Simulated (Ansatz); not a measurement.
# Ba on Cu(100): change of the work function, part 2 of 2

How does one ordered layer of Ba (hollow site) change the work function of Cu(100), and what dipole does each adsorbate carry?

Ansatz 0.2.0; plane-wave DFT, PBE, Ansatz PAW.

So far, work function, upper face (eV): step 2 (the clean slab) 4.57.

**3. Adsorbate added**

System of this step: Ba/Cu(100). The cell holds 17 atoms: 16 Cu and 1 Ba. Cell: a = 5.105 Å, b = 5.105 Å, c = 26.503 Å, α = 90.0°, β = 90.0°, γ = 90.0°. Vacuum lies along c.

The clean slab as it ended is repeated in the plane and the adsorbate is set on one face; the cell's size fixes the coverage, and the k-mesh shrinks with it to keep the sampling density about even. Adsorbate and upper layers relax, since the dipole depends on the height.

Input file input.yaml:

```yaml
crystal:
  lattice:
    - [5.1053109602, 0.0, 0.0]
    - [0.0, 5.1053109602, 0.0]
    - [0.0, 0.0, 26.5027978184]
  atoms:
    - { symbol: Cu, position: [0.25, 0.25, 0.3395867886] }
    - { symbol: Cu, position: [0.0, 0.0, 0.4076928057] }
    - { symbol: Cu, position: [0.25, 0.25, 0.4769809598] }
    - { symbol: Cu, position: [0.0, 0.0, 0.5440168842] }
    - { symbol: Cu, position: [0.25, 0.75, 0.3395867886] }
    - { symbol: Cu, position: [0.0, 0.5, 0.4076928057] }
    - { symbol: Cu, position: [0.25, 0.75, 0.4769809598] }
    - { symbol: Cu, position: [0.0, 0.5, 0.5440168842] }
    - { symbol: Cu, position: [0.75, 0.25, 0.3395867886] }
    - { symbol: Cu, position: [0.5, 0.0, 0.4076928057] }
    - { symbol: Cu, position: [0.75, 0.25, 0.4769809598] }
    - { symbol: Cu, position: [0.5, 0.0, 0.5440168842] }
    - { symbol: Cu, position: [0.75, 0.75, 0.3395867886] }
    - { symbol: Cu, position: [0.5, 0.5, 0.4076928057] }
    - { symbol: Cu, position: [0.75, 0.75, 0.4769809598] }
    - { symbol: Cu, position: [0.5, 0.5, 0.5440168842] }
    - { symbol: Ba, position: [0.25, 0.25, 0.6604132114] }
kpoints:
  mp_grid: { grid: [6, 6, 1] }
hamiltonian:
  xc: pbe
scf:
  occupations: { method: fermi_dirac, width: 0.1 }
  convergence: { dr2_threshold: 1.0e-08 }
efield:
  axis: 3
  dipole_correction: true
  ramp_position: 0.97
  ramp_width: 0.06
relax:
  f_tol: 0.02
  max_steps: 60
  constraints: [{ sites: [0, 1, 4, 5, 8, 9, 12, 13] }]
output:
  dos: { projected: true, e_range: [-8, 4] }
  write_potential: true
  write_density: true
  volumetric_format: npy
  elf: true
```

On the command line:

```sh
$ ansatz run input.yaml --threads 4 --pin off --max-ram 6144MiB --backend cpu --events-out ev --progress --plain --runs-dir out
```

The log of the run:

```text
[...]
Crystal: 17 atoms, lattice volume = 690.774 Å³
Basis set: ecut = 420 eV, 13473 PW (Γ), exchange–correlation on 72×72×360 points (8 copies of the dense FFT grid, shifted against one another)
Bands: 189, of which v1, the nominal top of the filled ones, is band 157 counted from 1 (156 counted from 0)
Symmetry: 8 space group operations
[...]
k-points: 10 of 36
[...]
SCF iter   1: F=—  HF=-111948.292608 eV  |F-HF|=—  |Δ(HF+E_count)|=         —  Δρ=3.56e-3  dr2=2.21e0  ethr=1.77e-3  p=0.362 e·Å  D=9.47e-2 V/Å  ΔV_dip=-2.51 eV  dr2_dipole=1.33e0  V_vac-E_F(+/−)=2.07/4.58 eV  ⟨swp⟩=10.8  Hψ=9475  notcnv=0  defer=101
[...]
SCF iter  14: F=-111948.238204 eV  HF=-111948.238204 eV  |F-HF|=3.66e-8  |Δ(HF+E_count)|=   2.85e-8  Δρ=5.89e-7  dr2=4.61e-9  ethr=3.18e-12  p=0.282 e·Å  D=7.38e-2 V/Å  ΔV_dip=-1.96 eV  dr2_dipole=2.74e-10  V_vac-E_F(+/−)=2.60/4.55 eV  ⟨swp⟩=16.1  Hψ=17529  notcnv=0
SCF 1 converged in 14 iterations: F = -111948.238204 eV  dr2 = 4.61e-9
[...]
relax step   1: F+E_penalty+E_count = -111948.23820372 eV  Δ(F+E_penalty+E_count) = +0.000e0 eV  max|allowed force component| = 9.813e-1 eV/Å  Δτ_max = 0.0000 Å  (14 SCF iters, accepted)
[...]
SCF iter  14: F=-111948.399110 eV  HF=-111948.399110 eV  |F-HF|=9.34e-9  |Δ(HF+E_count)|=   8.22e-9  Δρ=4.23e-7  dr2=2.47e-9  ethr=3.18e-12  p=0.289 e·Å  D=7.56e-2 V/Å  ΔV_dip=-2.00 eV  dr2_dipole=3.35e-11  V_vac-E_F(+/−)=2.54/4.55 eV  ⟨swp⟩=14.6  Hψ=15563  notcnv=0
SCF 2 converged in 14 iterations: F = -111948.399110 eV  dr2 = 2.47e-9
relax step   2: F+E_penalty+E_count = -111948.39910953 eV  Δ(F+E_penalty+E_count) = -1.609e-1 eV  max|allowed force component| = 8.477e-1 eV/Å  Δτ_max = 0.1676 Å  (14 SCF iters, accepted)
SCF iter   1: F=—  HF=-111948.572416 eV  |F-HF|=—  |Δ(HF+E_count)|=         —  Δρ=2.27e-3  dr2=1.22e-1  ethr=2.95e-4  p=0.289 e·Å  D=7.56e-2 V/Å  ΔV_dip=-2.00 eV  dr2_dipole=3.49e-4  V_vac-E_F(+/−)=2.56/4.56 eV  ⟨swp⟩=6.3  Hψ=5429  notcnv=0  defer=122
[...]
SCF iter  14: F=-111948.555028 eV  HF=-111948.555028 eV  |F-HF|=1.22e-8  |Δ(HF+E_count)|=   1.70e-8  Δρ=4.11e-7  dr2=4.06e-9  ethr=3.18e-12  p=0.303 e·Å  D=7.93e-2 V/Å  ΔV_dip=-2.10 eV  dr2_dipole=8.91e-11  V_vac-E_F(+/−)=2.43/4.53 eV  ⟨swp⟩=14.9  Hψ=15790  notcnv=0
SCF 3 converged in 14 iterations: F = -111948.555028 eV  dr2 = 4.06e-9
relax step   3: F+E_penalty+E_count = -111948.55502775 eV  Δ(F+E_penalty+E_count) = -1.559e-1 eV  max|allowed force component| = 4.642e-1 eV/Å  Δτ_max = 0.1983 Å  (14 SCF iters, accepted)
[...]
relax step   4: F+E_penalty+E_count = -111948.59490286 eV  Δ(F+E_penalty+E_count) = -3.988e-2 eV  max|allowed force component| = 1.371e-1 eV/Å  Δτ_max = 0.1950 Å  (14 SCF iters, accepted)
[...]
relax step   5: F+E_penalty+E_count = -111948.59759598 eV  Δ(F+E_penalty+E_count) = -2.693e-3 eV  max|allowed force component| = 8.942e-2 eV/Å  Δτ_max = 0.0208 Å  (11 SCF iters, accepted)
SCF iter   1: F=—  HF=-111948.604690 eV  |F-HF|=—  |Δ(HF+E_count)|=         —  Δρ=1.67e-3  dr2=1.94e-2  ethr=2.90e-5  p=0.318 e·Å  D=8.34e-2 V/Å  ΔV_dip=-2.21 eV  dr2_dipole=3.30e-3  V_vac-E_F(+/−)=2.31/4.52 eV  ⟨swp⟩=3.0  Hψ=3540  notcnv=0  defer=147
[...]
SCF iter  12: F=-111948.599551 eV  HF=-111948.599551 eV  |F-HF|=1.46e-10  |Δ(HF+E_count)|=   6.29e-9  Δρ=7.95e-7  dr2=5.00e-9  ethr=3.18e-12  p=0.316 e·Å  D=8.27e-2 V/Å  ΔV_dip=-2.19 eV  dr2_dipole=5.46e-10  V_vac-E_F(+/−)=2.34/4.53 eV  ⟨swp⟩=8.8  Hψ=12682  notcnv=0
SCF 6 converged in 12 iterations: F = -111948.599551 eV  dr2 = 5.00e-9
relax step   6: F+E_penalty+E_count = -111948.59955143 eV  Δ(F+E_penalty+E_count) = -1.955e-3 eV  max|allowed force component| = 1.937e-2 eV/Å  Δτ_max = 0.0256 Å  (12 SCF iters, accepted)
NSCF: frozen V_eff on 10 k-points
[...]
SCF converged after 12 iterations
Free energy (F): -111948.599551 eV
[...]
Internal energy: -111948.358161 eV  (E = F + TS)
E sigma→0 (E₀):  -111948.478856 eV
Entropy (-TS):   -0.241390 eV (-14.199 meV/atom)
Fermi energy:    3.002417 eV
Dipole field:    D = 0.082669 V/Å  (p = 0.315586 e·Å, saw-weighted, corrected)
Work function:   Φ+ = 2.3377 eV   Φ− = 4.5287 eV
[...]
--- Forces (eV/Å), atoms counted from 1 ---
  atom   1  Cu     0.00000000     0.00000000     0.10916281
  atom   2  Cu     0.03390240     0.03390240    -0.13468218
  atom   3  Cu     0.00000000     0.00000000     0.01493204
  atom   4  Cu     0.00135342     0.00135342     0.01937424
  atom   5  Cu     0.00000000     0.00000000     0.12077854
  atom   6  Cu     0.03390240    -0.03390240    -0.13468218
  atom   7  Cu     0.00000000     0.00000000     0.00695040
  atom   8  Cu     0.00135342    -0.00135342     0.01937424
  atom   9  Cu     0.00000000     0.00000000     0.12077854
  atom  10  Cu    -0.03390240     0.03390240    -0.13468218
  atom  11  Cu    -0.00000000     0.00000000     0.00695040
  atom  12  Cu    -0.00135342     0.00135342     0.01937424
  atom  13  Cu     0.00000000     0.00000000     0.09993797
  atom  14  Cu    -0.03390240    -0.03390240    -0.13468218
  atom  15  Cu     0.00000000     0.00000000    -0.00509618
  atom  16  Cu    -0.00135342    -0.00135342     0.01937424
  atom  17  Ba     0.00000000     0.00000000    -0.01314351
  max |Σ_I F_I| component: 1.92e-5 eV/Å
--- Band table (eV; the first three rows and the last of 10) ---
  k-point 0: bands = [... 153 lower, 2.5011, 2.5469, 2.5469, 2.7516, 2.7524, 2.9713, 2.9713, 3.0100, ... 28 higher]
  k-point 1: bands = [... 153 lower, 2.0364, 2.7582, 2.7899, 2.8653, 2.8974, 3.1958, 3.2343, 4.0788, ... 28 higher]
  k-point 2: bands = [... 153 lower, 2.2437, 2.6648, 3.1540, 3.1784, 3.4462, 3.5858, 3.9495, 4.1109, ... 28 higher]
  k-point 9: bands = [... 153 lower, 1.7306, 1.7306, 1.7943, 2.8081, 2.9735, 2.9735, 3.1428, 4.0456, ... 28 higher]
--- Relaxed structure (6 steps of the walk, 6 accepted, 0 SCFs on fresh bases) ---
  F+E_penalty+E_count = -111948.59955143 eV   max|allowed force component| = 1.937e-2 eV/Å
  atoms:
    - { symbol: Cu, position: [0.25, 0.25, 0.339587] }
    - { symbol: Cu, position: [0.0, 0.0, 0.4076928057] }
    - { symbol: Cu, position: [0.25, 0.25, 0.477103] }
    - { symbol: Cu, position: [-0.0033419, -0.0033419, 0.544555] }
    - { symbol: Cu, position: [0.25, 0.750000, 0.339587] }
    - { symbol: Cu, position: [0.0, 0.5, 0.4076928057] }
    - { symbol: Cu, position: [0.25, 0.750000, 0.476669] }
    - { symbol: Cu, position: [-0.0033419, 0.503342, 0.544555] }
    - { symbol: Cu, position: [0.750000, 0.25, 0.339587] }
    - { symbol: Cu, position: [0.5, 0.0, 0.4076928057] }
    - { symbol: Cu, position: [0.750000, 0.25, 0.476669] }
    - { symbol: Cu, position: [0.503342, -0.0033419, 0.544555] }
    - { symbol: Cu, position: [0.750000, 0.750000, 0.339587] }
    - { symbol: Cu, position: [0.5, 0.5, 0.4076928057] }
    - { symbol: Cu, position: [0.750000, 0.750000, 0.475570] }
    - { symbol: Cu, position: [0.503342, 0.503342, 0.544555] }
    - { symbol: Ba, position: [0.25, 0.25, 0.639531] }
```

It took 5 min on 4 threads of Arm Neoverse V2, shared host; peak memory 3.3 GiB.

Step by step:

| step | energy less that of the first step (eV) | largest force component (eV/Å) |
| --- | --- | --- |
| 1 | 0.0000 | 0.9813 |
| 2 | -0.1609 | 0.8477 |
| 3 | -0.3168 | 0.4642 |
| 4 | -0.3567 | 0.1371 |
| 5 | -0.3594 | 0.0894 |
| 6 | -0.3613 | 0.0194 |

The run keeps the 8 symmetry operations that the program found, so distortions that break them were not tested.

The atoms that moved most (Å):

| atom | dx | dy | dz | length |
| --- | --- | --- | --- | --- |
| Ba17 | 0.000 | 0.000 | -0.553 | 0.553 |
| Cu15 | 0.000 | 0.000 | -0.037 | 0.037 |
| Cu16 | 0.017 | 0.017 | 0.014 | 0.028 |
| Cu8 | -0.017 | 0.017 | 0.014 | 0.028 |
| Cu12 | 0.017 | -0.017 | 0.014 | 0.028 |
| Cu4 | -0.017 | -0.017 | 0.014 | 0.028 |
| Cu7 | 0.000 | 0.000 | -0.008 | 0.008 |
| Cu11 | 0.000 | 0.000 | -0.008 | 0.008 |

The relaxed structure:

```xyz
17
Lattice="5.1053 0.0000 0.0000 0.0000 5.1053 0.0000 0.0000 0.0000 26.5028" Properties=species:S:1:pos:R:3
Cu    1.2763    1.2763    9.0000
Cu    0.0000    0.0000   10.8050
Cu    1.2763    1.2763   12.6446
Cu   -0.0171   -0.0171   14.4322
Cu    1.2763    3.8290    9.0000
Cu    0.0000    2.5527   10.8050
Cu    1.2763    3.8290   12.6331
Cu   -0.0171    2.5697   14.4322
Cu    3.8290    1.2763    9.0000
Cu    2.5527    0.0000   10.8050
Cu    3.8290    1.2763   12.6331
Cu    2.5697   -0.0171   14.4322
Cu    3.8290    3.8290    9.0000
Cu    2.5527    2.5527   10.8050
Cu    3.8290    3.8290   12.6039
Cu    2.5697    2.5697   14.4322
Ba    1.2763    1.2763   16.9494
```

Numbers from this step:

* energy at zero smearing: -111948.4789 eV
* work function, upper face: 2.338 eV
* work function, lower face: 4.529 eV
* dipole along the normal: 0.3156 e·Å
* step between the vacuum levels: -2.191 eV

Running mean over 1.805 Å of the planar mean; the ramp of the sawtooth is left out. The electron's electrostatic potential energy less the Fermi level by z:

z (Å), electron's electrostatic potential energy less the Fermi level (eV) and a bar from the least value:
```
        4       4.53 ##############################
        5       4.53 ##############################
        6       4.49 ##############################
        7       4.05 #############################
        8      -1.46 #################
        9      -8.31 #
       10      -8.73 
       11      -8.77 
       12      -8.66 
       13      -8.82 
       14      -8.72 
       15      -6.21 ######
       16      -1.19 #################
       17      -3.43 ############
       18      -1.21 #################
       19       1.45 #######################
       20       2.12 #########################
       21       2.29 #########################
       22       2.33 #########################
       23       2.34 #########################
```

The density of states has structure finer than the step of the table below, so its rows give means over 0.25 eV. Peaks (eV: height): -2.830: 89.4, -2.770: 99.7, -2.440: 78.1, -2.230: 81.2, -1.740: 90.6, -1.650: 93.9, -1.500: 87.7.

Table of density of states by energy, zero at the Fermi level; means over each step:

| energy (eV) | density of states (states/eV a cell) |
| --- | --- |
| -7.75 | 1.13 |
| -7.50 | 1.21 |
| -7.25 | 1.30 |
| -7.00 | 2.53 |
| -6.75 | 2.83 |
| -6.50 | 2.17 |
| -6.25 | 2.58 |
| -6.00 | 2.96 |
| -5.75 | 3.82 |
| -5.50 | 3.65 |
| -5.25 | 5.23 |
| -5.00 | 6.96 |
| -4.75 | 12.7 |
| -4.50 | 18.5 |
| -4.25 | 24.6 |
| -4.00 | 39.4 |
| -3.75 | 27.0 |
| -3.50 | 32.5 |
| -3.25 | 40.2 |
| -3.00 | 50.1 |
| -2.75 | 62.7 |
| -2.50 | 51.0 |
| -2.25 | 70.0 |
| -2.00 | 65.0 |
| -1.75 | 78.1 |
| -1.50 | 46.1 |
| -1.25 | 12.0 |
| -1.00 | 7.45 |
| -0.75 | 5.48 |
| -0.50 | 5.61 |
| -0.25 | 6.98 |
| 0.00 | 9.12 |
| 0.25 | 6.40 |
| 0.50 | 7.68 |
| 0.75 | 5.56 |
| 1.00 | 6.90 |
| 1.25 | 8.52 |
| 1.50 | 11.2 |
| 1.75 | 8.87 |

Projected DOS per atom over height of the atomic layer and energy from the Fermi level. Layers: Cu4 Cu4 Cu4 Cu4 Ba from below.

Ten even steps from '0' (0.00 states/eV) to '9' (5.69 states/eV), each cell a mean:
```
00000
00000
00000
00001
00001
00000
00000
53320
96770
85580
55680
35450
23330
14420
02210
00100
00000
00000
00000
00000
00000
00000
```
Columns: height of the atomic layer (Å) from 9 to 16.9 (not evenly spaced); rows upwards: energy from the Fermi level (eV) from -7.96 to 1.95.

Valence density in the ca plane at fractional y = 0.250, with atoms of Cu and Ba within 0.2 Å of it. It is the smooth field of the valence electrons, not physical close to the nuclei.

Ten steps, logarithmic in the rise over the least value, from '0' (0 e/Å³) to '9' (43 e/Å³), each cell a mean:
```
00011100010011110000000000000000000000000000
00244310000124431000000000000000000000000000
01489620000148962000000000000000000000000000
01599620000149972000000000000000000000000000
00367410000136741000000000000000000000000000
00122110000012211000000000000000000000000000
00001100110001100011000000000000000000000000
00011100010011110000000012211000000000000000
00244310000124431000000123322000000000000000
01489620000148962000000222222100000000000000
01599620000148972000000222122100000000000000
00367410000136751000000122232100000000000000
00122110000012211000000122221000000000000000
00001100110001110011000001110000000000000000
```
Columns run along c (16.0 Å, from fractional 0.29 to 0.89 of the cell), rows up along a (5.1 Å). Atoms in or near the plane, at fractional coordinates: Cu at (0.34, 0.25), Cu at (0.48, 0.25), Cu at (0.34, 0.75), Cu at (0.48, 0.75), Ba at (0.64, 0.25).

Electrostatic potential energy in the ca plane at fractional y = 0.250, with atoms of Cu and Ba within 0.2 Å of it. With pseudopotentials it is smooth inside the atoms' cores, unlike the true potential.

Ten even steps from '0' (-49 eV) to '9' (6 eV), each cell a mean:
```
99988899999998889999999999899999999999999999
99733589999973358999999999999999999999999999
98300179999830016999999999999999999999999999
98300169999830006999999999999999999999999999
98511379999851137999999999999999999999999999
99866799999986679999999999999999999999999999
99999999999999999999999988888999999999999999
99988899999998889999999875568899999999999999
99733589999974358999998642236899999999999999
98300179999840016999998521114789999999999999
98300169999830006999998521014789999999999999
98511379999951137999998631125799999999999999
99866799999986679999999754347899999999999999
99999999999999999999999987778999999999999999
```
Columns run along c (16.0 Å, from fractional 0.29 to 0.89 of the cell; values clipped at the 3rd and 97th percentile), rows up along a (5.1 Å). Atoms in or near the plane, at fractional coordinates: Cu at (0.34, 0.25), Cu at (0.48, 0.25), Cu at (0.34, 0.75), Cu at (0.48, 0.75), Ba at (0.64, 0.25).

ELF in the ca plane at fractional y = 0.250, with atoms of Cu and Ba within 0.2 Å of it. It is the smooth field of the valence electrons, not physical close to the nuclei.

Values, 8 rows by 16 columns, each cell a mean:
```
0.17 0.19 0.23 0.23 0.22 0.19 0.25 0.27 0.18 0.12 0.08 0.14 0.19 0.07 0.01 0.00
0.16 0.54 0.20 0.23 0.28 0.46 0.22 0.26 0.25 0.11 0.14 0.27 0.21 0.07 0.01 0.00
0.16 0.40 0.20 0.23 0.24 0.35 0.23 0.26 0.23 0.09 0.10 0.23 0.20 0.07 0.01 0.00
0.19 0.20 0.25 0.23 0.24 0.21 0.26 0.27 0.17 0.27 0.14 0.11 0.18 0.08 0.01 0.00
0.17 0.19 0.23 0.23 0.22 0.19 0.26 0.27 0.39 0.82 0.59 0.10 0.16 0.09 0.02 0.00
0.16 0.54 0.20 0.23 0.27 0.47 0.23 0.23 0.58 0.28 0.76 0.14 0.14 0.09 0.02 0.00
0.16 0.40 0.20 0.23 0.23 0.35 0.23 0.24 0.55 0.49 0.74 0.13 0.15 0.09 0.02 0.00
0.20 0.20 0.25 0.23 0.24 0.21 0.26 0.27 0.29 0.75 0.45 0.09 0.16 0.08 0.02 0.00
```
Columns run along c (16.0 Å, from fractional 0.29 to 0.89 of the cell), rows up along a (5.1 Å). Atoms in or near the plane, at fractional coordinates: Cu at (0.34, 0.25), Cu at (0.48, 0.25), Cu at (0.34, 0.75), Cu at (0.48, 0.75), Ba at (0.64, 0.25).

The relaxation took 6 steps and lowered the energy by 0.36 eV; the largest force on the free atoms ends at 0.019 eV/Å.

By hand: a sheet of dipoles makes a step −p/(ε₀A) in the electron's potential. With e/ε₀ = 180.95 V·Å, p = 0.3156 e·Å and A = 26.06 Å², that is −180.95 × (0.3156) / 26.06 = -2.191 eV, and the two vacuum levels of the run differ by -2.191 eV.

The covered face has 2.34 eV, -2.23 eV against the clean one; the bare back face has moved by -0.05 eV, a measure of how thin the slab is.

**4. Work function against coverage**

This step: plane-wave DFT, PBE, Ansatz PAW; work function against coverage (Ansatz 0.2.0).

The runs are now put side by side.

This step gave:

```yaml
work_function_of_the_clean_face: 4.571 eV
largest_change_of_the_work_function: -2.233 eV
```

Work function of the covered face against coverage:

| coverage (adsorbates/nm²) | work function of the covered face (eV) |
| --- | --- |
| 0.00 | 4.57 |
| 3.84 | 2.34 |

The dipole per adsorbate comes from the change of the cell's dipole. Coverage, by row:

| coverage (1/nm²) | coverage (ML) | work function (eV) | change (eV) | dipole per adsorbate, positive end outwards (debye) | mean height of the added atoms over the highest substrate atom (Å) |
| --- | --- | --- | --- | --- | --- |
| 3.837 | 0.25 | 2.338 | -2.233 | 1.508 | 2.517 |

**5. Outcome**

```yaml
work_function_of_the_clean_face: 4.57 eV
work_function_at_0p25_ml: 2.34 eV
dipole_per_adsorbate_at_0p25_ml_positive_end_outwards: 1.51 D
```

In words: Ba lowers the work function of Cu(100) at the lowest coverage, by 2.23 eV: the adsorbate layer has its positive end outwards. One coverage alone was completed, so no trend follows. The slab has 4 layers, at the tabulated experimental lattice constant, one starting site was run, and quantum-size effects of a slab this thin can reach one or two tenths of an eV.

[Long decimals in the printed logs are rounded to 6 places.]

[Logs are printed without paths, hosts, clocks, repeated set-up lines and the standing remarks that a program may print on its own settings, such as how far it seeks lower states.]

[Hosts, paths, dates, database ids (printed as entryN), source tags and the programs' standing remarks are cut or masked in the printed files.]

[Maps of the electrostatic potential energy from Ansatz leave out the sawtooth potential of an applied field or a dipole correction, so their vacuum need not be flat; planar profiles and work functions include it.]

[The density of states shown here was stored with 400 of the rows of the run's finer table, so its peaks can read low, often by over a quarter, or be missed, and its means over a window can be off by a tenth or more.]
